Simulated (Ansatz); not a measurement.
# Mg2BeN2: complex band structure, part 3 of 4

Aim: relax a made-up compound, Mg2BeN2, and see how good a tunnel barrier it would be. It is built by putting N for P, Be for Ba in the BaMg2P2 structure of space group P-3m1, with the volume rescaled by atomic radii. The parent structure comes from the Materials Project.

Ansatz 0.2.0; r2SCAN DFT, plane waves, PAW files (the session's first sound run).

So far, gap on the k-mesh (eV): step 3 (the bulk crystal and its band edges) 1.90; step 4 (complex bands, plane (001), k-mesh 8×8×6) 1.90.

The structure was built from a prototype and need not be the compound's stable phase.

## (6) Decaying states in the gap, plane (100), k-mesh 8×6×8

Level of this step: r2SCAN DFT, plane waves, PAW files; complex bands by layer matching along the plane's normal (Ansatz).

The same for the (100) plane, at (0, 0) and (0.5, 0), to see how the decay depends on direction.

input.yaml reads:

```yaml
crystal:
  lattice:
    - [3.357053445, 0.0, 0.0]
    - [0.0, 5.085198446, 0.0]
    - [1.678526723, 0.0, 2.907293566]
  atoms:
    - { symbol: Be, position: [0.0, 0.0, 0.0] }
    - { symbol: Mg, position: [0.6666666667, 0.3133598873, 0.6666666667] }
    - { symbol: Mg, position: [0.3333333333, 0.6866401127, 0.3333333333] }
    - { symbol: "N", position: [0.6666666667, 0.7799519831, 0.6666666667] }
    - { symbol: "N", position: [0.3333333333, 0.2200480169, 0.3333333333] }
kpoints:
  mp_grid: { grid: [8, 6, 8] }
scf:
  occupations: { method: fixed }
hamiltonian:
  xc: r2scan
output:
  eigenvalues: true
  transmission:
    leads: [[0, 0]]
    kpoints: [[0.0, 0.0], [0.5, 0.0]]
    e_range: [-1.0, 2.9]
    de: 0.1
```

The run is started by

```
$ ansatz run input.yaml --threads 2 --pin off --max-ram 4096MiB --backend cpu --events-out ev --progress --plain --runs-dir out
```

Numbers of over 12 decimals in the logs are rounded to 6 here.

The log of the run:

```text
[...]
Crystal: 5 atoms, lattice volume = 49.631 Å³
Basis set: ecut = 500 eV, 1267 PW (Γ), exchange–correlation on 100×160×100 points (64 copies of the dense FFT grid, shifted against one another)
Bands: 21, of which v1, the nominal top of the filled ones, is band 16 counted from 1 (15 counted from 0)
Symmetry: 12 space group operations
[...]
k-points: 50 of 384
[...]
SCF iter   1: F=—  HF=-4717.525103 eV  |F-HF|=—  |Δ(HF+E_count)|=         —  Δρ=9.31e-3  dr2=2.69e-2  dr2_τ=1.76e-1  ethr=1.77e-3  ⟨swp⟩=5.0  Hψ=4541  notcnv=0  defer=145
[...]
SCF iter   7: F=-4717.716101 eV  HF=-4717.716101 eV  |F-HF|=6.66e-9  |Δ(HF+E_count)|=   3.03e-7  Δρ=4.05e-6  dr2=8.58e-9  dr2_τ=1.59e-10  ethr=3.13e-10  ⟨swp⟩=6.2  Hψ=4126  notcnv=0
SCF 1 converged in 7 iterations: F = -4717.716101 eV  dr2 = 8.58e-9
[...]
transmission: 4 of 8 steps passed
transmission: 8 of 8 steps passed
SCF converged after 7 iterations
Free energy (F): -4717.716101 eV
[...]
Internal energy: -4717.716101 eV  (E = F + TS)
E sigma→0 (E₀):  -4717.716101 eV
Fermi energy:    8.544613 eV
[...]
--- Band table (eV; the first three rows and the last of 50) ---
  k-point 0: bands = [... 12 lower, 6.8698, 7.2010, 7.2010, 8.5446, 10.4472, 12.4509, 15.6611, 15.6611, ... 1 higher]
  k-point 1: bands = [... 12 lower, 6.4867, 6.6253, 7.3825, 8.4257, 11.3042, 13.0995, 15.1898, 15.9344, ... 1 higher]
  k-point 2: bands = [... 12 lower, 5.5171, 5.9581, 7.4511, 8.0150, 12.5325, 13.7479, 14.9784, 16.3776, ... 1 higher]
  k-point 49: bands = [... 12 lower, 4.0749, 4.6546, 7.6621, 7.7150, 13.6386, 14.4547, 15.3281, 15.4499, ... 1 higher]
--- Transmission ---
  basis      : 183 plane waves across, 4 finite elements along
  points     : 2, as listed
[...]
crystal 0  : Be1Mg2N2, at the sites [0, 0], period 2.9073 Å: whole cells are its period
[...]
channels       : 0.000000e0 a spin
[...]
slowest decay  : 0.2033 /Å at (0.0000, 0.0000)
```

Run time: 5.4 s. Hardware: 2 threads of AMD EPYC 9R45, shared host; peak memory 0.59 GiB; 11 s of CPU time.

This step gave:

* decay constant at the filling level, zone centre: 0.2033 Å⁻¹
* decay constant at the filling level, slowest listed point: 0.2033 Å⁻¹

K parallel (0, 0); values up to 1.5 1/Å, a degenerate pair printed once or twice; energies at which all values exceed this have no row. Im kz of the slowest decaying states against energy, zero at the highest filled level on the SCF mesh:

```tsv
energy (eV)	decay 1 (Å⁻¹)	decay 2 (Å⁻¹)	decay 3 (Å⁻¹)	decay 4 (Å⁻¹)
-1.00	0.177	0.301	1.14	1.17
-0.70	0.217	0.509	1.12	1.14
-0.40	0.231	0.257	0.604	1.10
-0.20	0.233	0.279	0.647	1.09
0.00	0.0128	0.234	0.292	0.681
0.10	0.233	0.280	0.695	1.06
0.40	0.230	0.325	0.584	0.729
0.70	0.220	0.333	0.755	0.795
1.00	0.203	0.338	0.774	0.819
1.20	0.186	0.339	0.784	0.829
1.50	0.149	0.337	0.795	0.836
1.80	0.0793	0.331	0.802	0.836
2.10	0.320	0.807	0.829	0.833
2.30	0.311	0.808	0.808	0.819
2.60	0.292	0.769	0.795	0.808
2.90	0.266	0.729	0.759	0.806
```

K parallel (0, 0). Re kz of states that move upwards, channel 1 against energy, zero at the highest filled level on the SCF mesh:

```tsv
energy (eV)	Re kz of states that move upwards, channel 1 (Å⁻¹)
-1.00	-0.725
-0.90	-0.690
-0.80	-0.653
-0.70	-0.614
-0.60	-0.572
-0.50	-0.526
-0.40	-0.475
-0.30	-0.416
-0.20	-0.345
-0.10	-0.248
0.00	-
0.10	-
0.20	-
0.30	-
0.40	-
0.50	-
0.60	-
0.70	-
0.80	-
0.90	-
1.00	-
1.10	-
1.20	-
1.30	-
1.40	-
1.50	-
1.60	-
1.70	-
1.80	-
2.00	0.0803
2.10	0.116
2.20	0.145
2.30	0.170
2.40	0.194
2.50	0.216
2.60	0.237
2.70	0.258
2.80	0.278
2.90	0.299
```

K parallel (0.5, 0); values up to 1.5 1/Å, a degenerate pair printed once or twice; energies at which all values exceed this have no row. Table of Im kz of the slowest decaying states by energy, zero at the highest filled level on the SCF mesh:

```tsv
energy (eV)	decay 1 (Å⁻¹)	decay 2 (Å⁻¹)	decay 3 (Å⁻¹)
-1.00	0.137	0.348	0.494
-0.90	0.172	0.377	0.495
-0.70	0.222	0.423	0.498
-0.60	0.242	0.441	0.499
-0.50	0.259	0.456	0.500
-0.30	0.287	0.482	0.501
-0.20	0.299	0.492	0.502
-0.10	0.310	0.502	0.502
0.00	0.319	0.502	0.510
0.10	0.328	0.502	0.517
0.20	0.336	0.501	0.523
0.30	0.343	0.501	0.529
0.50	0.356	0.499	0.537
0.60	0.361	0.498	0.540
0.70	0.366	0.497	0.543
0.90	0.374	0.494	0.546
1.00	0.377	0.492	0.547
1.20	0.382	0.487	0.547
1.30	0.384	0.485	0.547
1.40	0.386	0.482	0.546
1.60	0.388	0.476	0.542
1.70	0.388	0.473	0.540
1.80	0.388	0.469	0.537
2.00	0.387	0.461	0.529
2.10	0.386	0.457	0.525
2.20	0.385	0.452	0.520
2.40	0.381	0.442	0.509
2.50	0.378	0.437	0.503
2.60	0.375	0.431	0.496
2.80	0.368	0.419	0.481
2.90	0.364	0.412	0.472
```

At the listed wavevectors the last open channel is at -0.10 eV and the next at +2.00 eV on the grid. At +1.00 eV, the grid energy nearest the filling level (the middle of the gap on the SCF mesh), the slowest state at the listed wavevectors decays with κ = 0.203 Å⁻¹, its amplitude falling by e over 4.9 Å; the first such run, plane (001), gave 0.143 Å⁻¹.

## (7) Band edges at another level, cutoff 1520.19 eV

This step: r2SCAN DFT, plane waves, norm-conserving files (Ansatz 0.2.0).

The edges again with norm-conserving files, at the same atoms. Against that run the cutoff is 1520 eV against 500.

input.yaml reads:

```yaml
crystal:
  lattice:
    - [3.3570534454, 0.0, 0.0]
    - [-1.6785267227, 2.9072935656, 0.0]
    - [0.0, 0.0, 5.0851984458]
  atoms:
    - { symbol: Be, position: [0.0, 0.0, 0.0] }
    - { symbol: Mg, position: [0.6666666667, 0.3333333333, 0.3133598873] }
    - { symbol: Mg, position: [0.3333333333, 0.6666666667, 0.6866401127] }
    - { symbol: "N", position: [0.6666666667, 0.3333333333, 0.7799519831] }
    - { symbol: "N", position: [0.3333333333, 0.6666666667, 0.2200480169] }
kpoints:
  mp_grid: { grid: [8, 8, 4] }
  band_path: { path: [VBM, CBM], npoints: 30 }
scf:
  occupations: { method: fixed }
hamiltonian:
  xc: r2scan
  pseudopotentials: { kind: nc }
output:
  eigenvalues: true
```

The log of the run:

```text
[...]
Crystal: 5 atoms, lattice volume = 49.631 Å³
Basis set: ecut = 1520.19 eV, 6741 PW (Γ)
Bands: 22, of which v1, the nominal top of the filled ones, is band 17 counted from 1 (16 counted from 0)
Symmetry: 12 space group operations
[...]
k-points: 35 of 256
[...]
SCF iter   1: F=—  HF=-4266.932309 eV  |F-HF|=—  |Δ(HF+E_count)|=         —  Δρ=8.19e-2  dr2=3.31e0  dr2_τ=5.03e0  ethr=3.10e-3  ⟨swp⟩=4.8  Hψ=3196  notcnv=0  defer=105
[...]
SCF iter   8: F=-4266.557883 eV  HF=-4266.557883 eV  |F-HF|=8.79e-10  |Δ(HF+E_count)|=   1.50e-7  Δρ=6.27e-6  dr2=5.74e-9  dr2_τ=4.90e-8  ethr=2.94e-10  ⟨swp⟩=10.2  Hψ=3749  notcnv=0
SCF 1 converged in 8 iterations: F = -4266.557883 eV  dr2 = 5.74e-9
[...]
SCF converged after 8 iterations
Free energy (F): -4266.557883 eV
[...]
Internal energy: -4266.557883 eV  (E = F + TS)
E sigma→0 (E₀):  -4266.557883 eV
Fermi energy:    8.587606 eV
[...]
--- Band table (eV; the first three rows and the last of 35) ---
  k-point 0: bands = [... 13 lower, 6.9102, 7.2450, 7.2450, 8.5876, 10.5176, 12.4982, 15.7034, 15.7034, ... 1 higher]
  k-point 1: bands = [... 13 lower, 6.9579, 7.2045, 7.2045, 7.2106, 11.5375, 12.6680, 15.6013, 15.6013, ... 1 higher]
  k-point 2: bands = [... 13 lower, 7.0380, 7.0380, 7.1316, 7.1316, 12.0386, 13.1732, 15.5095, 15.5095, ... 1 higher]
  k-point 34: bands = [... 13 lower, 4.1135, 4.6888, 7.7035, 7.7556, 13.6933, 14.5102, 15.3820, 15.5034, ... 1 higher]
```

It took 8.1 s on 2 threads; peak memory 0.6 GiB.

This step gave:

```
free energy        : -4266.5579 eV
Fermi energy       : 8.588 eV
gap on the k-mesh  : 1.930 eV
gap on path        : 1.930 eV, by band count; negative where bands overlap
direct gap on path : 1.930 eV
```

Levels at VBM (eV): -5.62, -1.68, -1.68, -1.34, -1.34, 0.00, 1.93, 3.91, 7.12, 7.12.

The searched edges give 1.93 eV, as on the mesh.

## (8) Complex bands at another level, cutoff 1520.19 eV

This step: r2SCAN DFT, plane waves, norm-conserving files; complex bands by layer matching along the plane's normal (Ansatz 0.2.0).

The complex bands at that level, over its own gap, at (0, 0) and (0.5, 0).

input.yaml reads:

```yaml
crystal:
  lattice:
    - [3.357053445, 0.0, 0.0]
    - [1.678526723, 2.907293566, 0.0]
    - [0.0, 0.0, 5.085198446]
  atoms:
    - { symbol: Be, position: [0.0, 0.0, 0.0] }
    - { symbol: Mg, position: [0.3333333333, 0.3333333333, 0.3133598873] }
    - { symbol: Mg, position: [0.6666666667, 0.6666666667, 0.6866401127] }
    - { symbol: "N", position: [0.3333333333, 0.3333333333, 0.7799519831] }
    - { symbol: "N", position: [0.6666666667, 0.6666666667, 0.2200480169] }
kpoints:
  mp_grid: { grid: [8, 8, 6] }
scf:
  occupations: { method: fixed }
hamiltonian:
  xc: r2scan
  pseudopotentials: { kind: nc }
output:
  eigenvalues: true
  transmission:
    leads: [[0, 0]]
    kpoints: [[0.0, 0.0], [0.5, 0.0]]
    e_range: [-1.0, 2.93]
    de: 0.07
```

The log of the run:

```text
[...]
Crystal: 5 atoms, lattice volume = 49.631 Å³
Basis set: ecut = 1520.19 eV, 6741 PW (Γ)
Bands: 22, of which v1, the nominal top of the filled ones, is band 17 counted from 1 (16 counted from 0)
Symmetry: 12 space group operations
[...]
k-points: 50 of 384
[...]
SCF iter   1: F=—  HF=-4266.932671 eV  |F-HF|=—  |Δ(HF+E_count)|=         —  Δρ=8.18e-2  dr2=3.31e0  dr2_τ=5.03e0  ethr=3.10e-3  ⟨swp⟩=4.8  Hψ=4567  notcnv=0  defer=150
[...]
SCF iter   8: F=-4266.558228 eV  HF=-4266.558228 eV  |F-HF|=8.15e-10  |Δ(HF+E_count)|=   1.51e-7  Δρ=6.30e-6  dr2=5.80e-9  dr2_τ=4.95e-8  ethr=2.94e-10  ⟨swp⟩=10.2  Hψ=5319  notcnv=0
SCF 1 converged in 8 iterations: F = -4266.558228 eV  dr2 = 5.80e-9
transmission: 12 of 24 steps passed
transmission: 24 of 24 steps passed
SCF converged after 8 iterations
Free energy (F): -4266.558228 eV
[...]
Internal energy: -4266.558228 eV  (E = F + TS)
E sigma→0 (E₀):  -4266.558228 eV
Fermi energy:    8.587311 eV
[...]
--- Band table (eV; the first three rows and the last of 50) ---
  k-point 0: bands = [... 13 lower, 6.9100, 7.2449, 7.2449, 8.5873, 10.5175, 12.4982, 15.7033, 15.7033, ... 1 higher]
  k-point 1: bands = [... 13 lower, 6.9321, 7.2263, 7.2263, 7.8370, 11.1222, 12.5626, 15.6509, 15.6509, ... 1 higher]
  k-point 2: bands = [... 13 lower, 6.9894, 6.9894, 7.1762, 7.1762, 11.8402, 12.8532, 15.5542, 15.5542, ... 1 higher]
  k-point 49: bands = [... 13 lower, 4.1134, 4.6886, 7.7033, 7.7554, 13.6932, 14.5100, 15.3818, 15.5032, ... 1 higher]
--- Transmission ---
  basis      : 313 plane waves across, 12 finite elements along
  points     : 2, as listed
[...]
crystal 0  : Mg2N2Be1, at the sites [0, 0], period 5.0852 Å: whole cells are its period
[...]
channels       : 0.000000e0 a spin
[...]
slowest decay  : 0.1454 /Å at (0.0000, 0.0000)
```

Run time: 30 s. Hardware: 2 threads; peak memory 1.3 GiB.

This step gave:

```
free energy                                               : -4266.5582 eV
Fermi energy                                              : 8.587 eV
level to which the leads are filled                       : 0.9651 eV from the Fermi level
decay constant at the filling level, zone centre          : 0.1454 Å⁻¹
decay constant at the filling level, slowest listed point : 0.1454 Å⁻¹
```

K parallel (0, 0); values up to 1.5 1/Å, a degenerate pair printed once or twice; energies at which all values exceed this have no row. Table of Im kz of the slowest decaying states by energy, zero at the highest filled level on the SCF mesh:

```tsv
energy (eV)	decay 1 (Å⁻¹)	decay 2 (Å⁻¹)	decay 3 (Å⁻¹)
-1.00	0.924	1.16	-
-0.86	0.963	1.15	-
-0.79	0.978	1.14	-
-0.65	1.00	1.13	-
-0.58	1.01	1.13	-
-0.44	1.03	1.12	-
-0.37	1.04	1.11	-
-0.23	1.05	1.10	-
-0.16	1.05	1.10	-
-0.02	1.06	1.09	-
0.05	0.0451	1.06	1.08
0.19	0.0848	1.07	1.07
0.26	0.0973	1.07	1.07
0.40	0.116	1.06	1.07
0.47	0.123	1.05	1.08
0.61	0.134	1.04	1.08
0.68	0.138	1.04	1.08
0.82	0.143	1.03	1.08
0.89	0.145	1.02	1.08
1.03	0.145	1.01	1.08
1.10	0.145	1.00	1.07
1.24	0.141	0.993	1.07
1.31	0.138	0.987	1.07
1.45	0.128	0.975	1.07
1.52	0.122	0.969	1.07
1.66	0.104	0.956	1.06
1.73	0.0917	0.95	1.06
1.87	0.0527	0.937	1.06
1.94	0.930	1.05	-
2.08	0.916	1.05	-
2.15	0.909	1.05	-
2.29	0.894	1.04	-
2.36	0.886	1.04	-
2.50	0.869	1.03	-
2.57	0.860	1.03	-
2.71	0.840	1.02	-
2.78	0.830	1.02	-
2.92	0.806	1.01	-
```

K parallel (0, 0). Table of Re kz of states that move upwards, channel 1 by energy, zero at the highest filled level on the SCF mesh:

```tsv
energy (eV)	Re kz of states that move upwards, channel 1 (Å⁻¹)
-1.00	-0.248
-0.86	-0.225
-0.79	-0.213
-0.65	-0.188
-0.58	-0.176
-0.44	-0.149
-0.37	-0.135
-0.23	-0.103
-0.16	-0.0846
-0.02	-0.0289
0.05	-
0.19	-
0.26	-
0.40	-
0.47	-
0.61	-
0.68	-
0.82	-
0.89	-
1.03	-
1.10	-
1.24	-
1.31	-
1.45	-
1.52	-
1.66	-
1.73	-
1.87	-
1.94	0.0219
2.08	0.0890
2.15	0.110
2.29	0.147
2.36	0.164
2.50	0.198
2.57	0.214
2.71	0.248
2.78	0.265
2.92	0.301
```

K parallel (0.5, 0); values up to 1.5 1/Å, a degenerate pair printed once or twice; energies at which all values exceed this have no row. Im kz of the slowest decaying states against energy, zero at the highest filled level on the SCF mesh:

```tsv
energy (eV)	decay 1 (Å⁻¹)	decay 2 (Å⁻¹)	decay 3 (Å⁻¹)
-1.00	0.196	0.233	1.10
-0.86	0.228	0.306	1.09
-0.72	0.253	0.358	1.08
-0.58	0.273	0.399	1.07
-0.44	0.290	0.433	1.06
-0.30	0.304	0.461	1.05
-0.16	0.315	0.485	1.03
-0.02	0.325	0.505	1.02
0.05	0.330	0.515	1.02
0.19	0.337	0.532	1.01
0.33	0.343	0.547	0.993
0.47	0.348	0.560	0.981
0.61	0.352	0.571	0.969
0.75	0.354	0.582	0.956
0.89	0.356	0.590	0.944
1.03	0.357	0.598	0.931
1.17	0.356	0.605	0.918
1.31	0.355	0.611	0.905
1.45	0.353	0.616	0.891
1.59	0.350	0.621	0.877
1.73	0.346	0.624	0.863
1.87	0.341	0.627	0.849
1.94	0.338	0.629	0.842
2.08	0.331	0.631	0.827
2.22	0.324	0.632	0.812
2.36	0.315	0.633	0.796
2.50	0.305	0.633	0.780
2.64	0.293	0.633	0.763
2.78	0.280	0.632	0.746
2.92	0.264	0.631	0.728
```

At the listed wavevectors the last open channel is at -0.02 eV and the next at +1.94 eV on the grid. At +0.96 eV, the grid energy nearest the filling level (the middle of the gap on the SCF mesh), the slowest state at the listed wavevectors decays with κ = 0.145 Å⁻¹, its amplitude falling by e over 6.9 Å; the first such run, plane (001), gave 0.143 Å⁻¹.

(Continued in part 4 of 4.)

[Logs are printed without paths, hosts, clocks, repeated set-up lines and the standing remarks that a program may print on its own settings, such as how far it seeks lower states.]

[Hosts, paths, dates, database ids (printed as entryN), source tags and the programs' standing remarks are cut or masked in the printed files.]
